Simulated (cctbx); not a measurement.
# What is wrong with this refinement?

Cell a = 5.5580 Å, b = 5.5580 Å, c = 5.5580 Å, α = 90.00°, β = 90.00°, γ = 90.00°; space group Fm-3m (no. 225). The compound is MoS.

The data are simulated with cctbx, not measured: Mo Kα, λ = 0.71073 Å, to d = 0.7 Å, 95 % of the full sphere, strongest reflection 40000 counts, noise from counting, a 6 % proportional error and a noise floor of 4 counts (s.d.); no absorption.

An isotropic refinement with weights 1/σ² prints:

```text
Rint 0.046, 25 unique reflections to 0.72 A
cycle     R1     wR2    GooF  max shift (A)
   1  0.4116  0.7040  54.495   0.02574
  12  0.0103  0.0170   1.314   0.00032
final R1 0.0119 wR2 0.0192 GooF 1.489  parameters 4  data/parameter 6.2
atom        x        y        z      Ueq    occ   su(xyz)  su(Uiso or U11)
Mo1    0.50000  0.00000  0.00000   0.0054  1.000  0.00000  0.0002
S1     0.00000  0.00000  0.00000   0.0063  1.000  0.00000  0.0003
S2     0.50000  1.00000  0.75261   0.8825  1.000  0.00412  0.1276
difference map: max 0.46 min -0.53 rms 0.18
Q1    0.1156  0.2500  0.2500   48    0.46  1.53 A from S2
Q2    0.0000  0.1773  0.1773   48    0.12  1.07 A from S2
Q3    0.0000  0.0000  0.3701   24   -0.01  0.65 A from S2
Q4    0.0000  0.0000  0.5000    4   -0.07  0.00 A from Mo1
Q5    0.0000  0.0000  0.0000    4   -0.27  0.00 A from S1
```

Q: Accept it or mend it, and why?

Mend it. The fault: spurious atom: S2. Against the right model at the same level, R1 goes from 0.0074 to 0.0119 and GooF from 0.98 to 1.49 and S2 takes U = 0.88 Å². A site with no density behind it hides by a very large U or drifts.

The compound is MoS. The right model at the same level gives:

```text
Rint 0.046, 25 unique reflections to 0.72 A
cycle     R1     wR2    GooF  max shift (A)
   1  0.1488  0.3076  22.748   0.00000
   2  0.0074  0.0133   0.982   0.00000
final R1 0.0074 wR2 0.0133 GooF 0.982  parameters 2  data/parameter 12.5
atom        x        y        z      Ueq    occ   su(xyz)  su(Uiso or U11)
Mo1    0.50000  0.00000  0.00000   0.0055  1.000  0.00000  0.0001
S1     0.00000  0.00000  0.00000   0.0064  1.000  0.00000  0.0002
difference map: max 0.24 min -0.38 rms 0.09
Q1    0.0873  0.2500  0.2500   48    0.24  2.02 A from Mo1
Q2    0.0000  0.0000  0.3671   24    0.21  0.74 A from Mo1
Q3    0.0000  0.1522  0.1522   48    0.12  1.20 A from S1
Q4    0.0885  0.0885  0.3066   96    0.04  1.28 A from Mo1
Q5    0.0000  0.1660  0.3340   48    0.03  1.30 A from Mo1
Q6    0.0871  0.0871  0.1760   96    0.03  1.19 A from S1
```

The model was made for the exercise: a known structure type with other elements put in, its volume estimated, not relaxed; displacement parameters are assumed.

[Middle refinement cycles are left out of these outputs.]

[Logs are printed without paths, hosts, clocks, repeated set-up lines and the standing remarks that a program may print on its own settings, such as how far it seeks lower states.]
